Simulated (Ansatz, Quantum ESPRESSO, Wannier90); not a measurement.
# Ballistic channels from Wannier functions: zigzag Rh chain, bond 2.30 Å, width 1.6 Å, part 5 of 5

How many channels does the wire offer, and does a small Wannier basis get them right? The wire: zigzag Rh chain, bond 2.30 Å, width 1.6 Å.

Quantum ESPRESSO 7.5 and Wannier90 3.1.0; plane-wave DFT, LDA, GBRV ultrasoft pseudopotentials; cross-check by Ansatz 0.2.0 with PAW datasets.

So far. Step 6 (Wannier functions and transport): Disentanglement stopped at its cap on iterations, so these spreads are not final. Step 6 (Wannier functions and transport): At least 1 of the functions sits far from every atom, off the bonds: the outer window has let in states of the vacuum, so the basis is not the atomic one that was projected.

**10. Cross-check with Ansatz**

A second code with its own PAW datasets, on the same atoms.

Level of this step: plane-wave DFT, LDA, Ansatz PAW (Ansatz 0.2.0).

System of this step: zigzag Rh chain, bond 2.30 Å, width 1.6 Å, 2 periods. The cell holds 4 atoms: 4 Rh. Cell: a = 9.000 Å, b = 8.000 Å, c = 6.609 Å, α = 90.0°, β = 90.0°, γ = 90.0°. Vacuum lies along a and b. The structure's axis is c.

Input file input.yaml:

```yaml
crystal:
  lattice:
    - [9.0, 0.0, 0.0]
    - [0.0, 8.0, 0.0]
    - [0.0, 0.0, 6.6090846567]
  atoms:
    - { symbol: Rh, position: [-0.0888888889, 0.0, 0.0] }
    - { symbol: Rh, position: [0.0888888889, 0.0, 0.25] }
    - { symbol: Rh, position: [-0.0888888889, 0.0, 0.5] }
    - { symbol: Rh, position: [0.0888888889, 0.0, 0.75] }
kpoints:
  mp_grid: { grid: [1, 1, 10] }
hamiltonian:
  xc: lda
scf:
  occupations: { method: fermi_dirac, width: 0.05 }
  convergence: { dr2_threshold: 1.0e-08 }
output:
  transmission:
    leads: [[0, 0]]
    e_range: [-4.0, 2.0]
    de: 0.05
    kmesh: [1, 1]
    reduced_basis: true
```

Launch:

```console
$ ansatz run input.yaml --threads 2 --pin off --max-ram 4096MiB --backend cpu --events-out ev --progress --plain --runs-dir out
```

Numbers of over 12 decimals in the logs are rounded to 6 here.

The log of the run:

```text
Engine: ansatz 0.2.0, aarch64-unknown-linux-gnu
Pseudopotentials: kind: paw
Pseudopotential: Rh, paw, valence charge 17, recommended cutoff 420 eV (normal), Rh.paw.azcp
Functional definition: SPW92
  exchange = slater_x
  correlation = pw_c
Crystal: 4 atoms, lattice volume = 475.854 Å³
Basis set: ecut = 420 eV, 9279 PW (Γ)
Bands: 41, of which v1, the nominal top of the filled ones, is band 34 counted from 1 (33 counted from 0)
Symmetry: 16 space group operations
Space group: Pmma (ITA 51), of the structure as read, at distance tolerance 7.8e-5 Å
k-points: 6 of 10
Non-local potential: Rh, projectors of the file, l = 0: 3, l = 1: 2, l = 2: 2, l = 3: 1
PAW form: soft (Blöchl's): semilocal exchange-correlation on the pseudo side does not see the compensation charge
PAW frozen core: Rh, regenerated for the run's functional, and the local potential with it (the file was generated under x = pbe(κ = 0.804, μ = 0.219515), c = pbe(β = 0.066725))
PAW one-centre angular grid: Rh, 590 points (default); XC on 64 Gauss nodes
Initial density: superposition of atomic densities (neutral atoms: chi_scale 0, normalization atom), corrected by the library's trained network
Initial wavefunctions: pseudopotential atomic-orbital guess
Functional: x = slater, c = lda
SCF iter   1: F=—  HF=-25099.116687 eV  |F-HF|=—  |Δ(HF+E_count)|=         —  Δρ=1.64e-2  dr2=3.95e-1  ethr=1.77e-3  ⟨swp⟩=7.3  Hψ=981  notcnv=0
preconditioner: auto → LDOS  [metal: Δε(μ)=0.026 eV  Ē_g=3.193 eV  σ=0.050 eV  W_gap=0.13  n_scr=64 (ndim 8)  ℏωp=10.2 eV  f_vac=0.694  D(μ)=30.54/eV (n_scr^D=330)  β→1.0]
SCF iter   2: F=—  HF=-25099.454479 eV  |F-HF|=—  |Δ(HF+E_count)|=   3.38e-1  Δρ=3.96e-2  dr2=2.54e0  ethr=5.81e-4  ⟨swp⟩=3.0  Hψ=516  notcnv=0  recentre
SCF iter   3: F=—  HF=-25099.073943 eV  |F-HF|=—  |Δ(HF+E_count)|=   3.81e-1  Δρ=5.70e-3  dr2=5.01e-2  ethr=5.81e-4  ⟨swp⟩=2.0  Hψ=420  notcnv=0
SCF iter   4: F=—  HF=-25099.069768 eV  |F-HF|=—  |Δ(HF+E_count)|=   4.18e-3  Δρ=6.56e-4  dr2=1.80e-3  ethr=7.37e-5  ⟨swp⟩=1.0  Hψ=294  notcnv=0
SCF iter   5: F=—  HF=-25099.069727 eV  |F-HF|=—  |Δ(HF+E_count)|=   4.06e-5  Δρ=2.82e-4  dr2=4.68e-4  ethr=2.65e-6  ⟨swp⟩=2.3  Hψ=332  notcnv=0
SCF iter   6: F=—  HF=-25099.069735 eV  |F-HF|=—  |Δ(HF+E_count)|=   7.82e-6  Δρ=1.71e-4  dr2=1.04e-4  ethr=6.89e-7  ⟨swp⟩=2.0  Hψ=278  notcnv=0
SCF iter   7: F=—  HF=-25099.069710 eV  |F-HF|=—  |Δ(HF+E_count)|=   2.49e-5  Δρ=3.88e-5  dr2=7.46e-6  ethr=1.53e-7  ⟨swp⟩=2.0  Hψ=364  notcnv=0
SCF iter   8: F=—  HF=-25099.069924 eV  |F-HF|=—  |Δ(HF+E_count)|=   2.14e-4  Δρ=4.04e-5  dr2=2.15e-6  ethr=1.10e-8  ⟨swp⟩=2.0  Hψ=367  notcnv=0
SCF iter   9: F=—  HF=-25099.069924 eV  |F-HF|=—  |Δ(HF+E_count)|=   2.32e-7  Δρ=8.75e-6  dr2=1.09e-7  ethr=3.16e-9  ⟨swp⟩=2.5  Hψ=379  notcnv=0
SCF iter  10: F=-25099.069924 eV  HF=-25099.069924 eV  |F-HF|=4.86e-9  |Δ(HF+E_count)|=   7.98e-9  Δρ=1.73e-6  dr2=8.33e-9  ethr=1.47e-11  ⟨swp⟩=1.2  Hψ=601  notcnv=0
SCF 1 converged in 10 iterations: F = -25099.069924 eV  dr2 = 8.33e-9
  greatest PAW one-centre occupation: 1.000 electrons in one spin orbital (limit 2), on the Rh atom at site 3 (counted from 0), in its partial waves of l = 0
transmission: 9 of 54 steps passed
transmission: 18 of 54 steps passed
[...]
transmission: 54 of 54 steps passed
SCF converged after 10 iterations
Free energy (F): -25099.069924 eV
Harris-Foulkes:  -25099.069924 eV  (|F-HF|=4.86e-9)
Internal energy: -25098.767811 eV  (E = F + TS)
E sigma→0 (E₀):  -25098.918868 eV
Entropy (-TS):   -0.302113 eV (-75.528 meV/atom)
Fermi energy:    -1.769606 eV
--- Per-component energies (eV) ---
  E_band       = -1909.077925
  E_kinetic    = 2286.332469
  E_local      = -23456.583702  (includes V_loc(G=0)·N_el)
  E_nonlocal   = 1468.564987
  E_hartree    = 9996.757147
  E_xc         = -863.978383
  E_vxc        = -1088.494693  (∫ρ·V_xc dr)
  E_paw        = -13865.915577  (= ΣΔE_a)
  E_vpaw       = -1112.411250  (= ΣTr[D̂ρ^β])
  E_aug_tail   = 0.003113  (compensation charges beyond the density's cutoff)
  E_ewald      = -666.437794
  E_core_change = 2.489929  (= ΣΔE_core)
  E_smearing   = -0.302113  (= −TS)
  E_closure    = 0.000000  (closes the sum)
  Σ components = -25099.069924   (vs F -25099.069924, Δ=0.00e0)
--- Band table (eV; the first three rows and the last of 6) ---
  k-point 0: bands = [... 30 lower, -2.1904, -1.8302, -1.7380, -1.7380, -1.6831, -1.6689, -0.7008, -0.6680, ... 3 higher]
  k-point 1: bands = [... 30 lower, -2.1083, -1.8279, -1.7794, -1.7106, -1.7051, -1.6760, -0.7403, -0.6601, ... 3 higher]
  k-point 2: bands = [... 30 lower, -2.0281, -1.8254, -1.8238, -1.7598, -1.7052, -1.6990, -1.0524, -0.9367, ... 3 higher]
  k-point 5: bands = [... 30 lower, -1.8958, -1.8958, -1.8712, -1.8712, -1.8599, -1.8599, -1.7363, -1.7363, ... 3 higher]
--- Transmission ---
  basis      : 629 plane waves across, 9 finite elements along
  points     : 1, standing for a mesh of 1 x 1
  energies   : 121 from -4.000000 to 2.000000 eV about the Fermi level, 0.050000 eV apart; the leads are filled to 0.000000 eV, and channels, transmission and decay are at 0.000000 eV
  crystal 0  : Rh4, at the sites [0, 0], period 6.6091 Å: whole cells are its period
    offset         : up to 0.0000 Å between an atom of the period and one for which it stands
    channels       : 6.000000e0 a spin
    conductance    : none, the energies end too early or step too widely for 300 K: set another output.transmission.e_range or a lower de, or, where they end at an eighth of basis.ecutwfc, a higher one
```

Wall time 72 s (2 threads of Arm Neoverse V1, shared host); peak memory 0.68 GiB; 2.3 min of CPU time.

Read from the output:

| Quantity | Value |
| --- | --- |
| free energy | -25099.0699 eV |
| energy at zero smearing | -25098.9189 eV |
| smearing term TS | 0.3021 eV |
| Fermi energy | -1.770 eV |
| symmetry operations | 16 |
| lead channels at the Fermi level, one spin | 6 |

Per spin. Open channels against energy, zero at the Fermi level:

```tsv
energy (eV)	open channels
-4.0000	1
-3.7500	2
-3.5000	3
-3.2500	3
-3.0000	3
-2.7500	5
-2.5000	3
-2.2500	3
-2.0000	2
-1.7500	1
-1.5000	1
-1.2500	2
-1.0000	2
-0.7500	2
-0.5000	3
-0.2500	3
0.0000	6
0.2500	2
0.5000	2
0.7500	2
1.0000	2
1.2500	2
1.5000	2
1.7500	2
2.0000	2
```

**11. Worked from the printed numbers**

6 channels × 77.48 µS = 465 µS, a two-terminal resistance of 12.906/6 = 2.15 kΩ whatever the wire's length, as long as nothing scatters.

**12. What came out**

| Quantity | Value |
| --- | --- |
| open channels at the Fermi level, per spin | 6 |
| total spread | 42.0 Å² |
| gauge-invariant spread | 31.4 Å² |
| largest band misfit in the frozen window | 0.0701 eV |
| channels at the Fermi level by Ansatz | 6 |

What this shows: The wire offers 6 channels per spin at the Fermi level. Between -4 and 1.5 eV the channel count from Wannier functions equals that from Ansatz's layer matching at 95 % of the energies; outside the frozen window the Wannier bands are not held to the plane-wave ones. A band edge of the lead lies within 0.06 eV of the Fermi level, so the channel count there hangs on small shifts and on temperature. The interpolated bands miss plane-wave levels by up to 0.07 eV between mesh points, so steps of the conductance can sit that far off. Disentanglement stopped at its cap on iterations, so the spreads are not final; the frozen states are kept all the same. At least one function lies in the vacuum, so the spreads don't describe atomic orbitals, though the frozen bands are still reproduced. The wire is perfect, so the conductance only counts bands: each channel, with its partner of the other spin, carries G₀ = 2e²/h. It was run without spin polarisation, which was not tested. It is as built, with forces up to 0.9 eV/Å; relaxing the bonds would move the band edges.

[Logs are printed without paths, hosts, clocks, repeated set-up lines and the standing remarks that a program may print on its own settings, such as how far it seeks lower states.]

[Hosts, paths, dates, database ids (printed as entryN), source tags and the programs' standing remarks are cut or masked in the printed files.]

[Maps of the electrostatic potential energy from Ansatz leave out the sawtooth potential of an applied field or a dipole correction, so their vacuum need not be flat; planar profiles and work functions include it.]
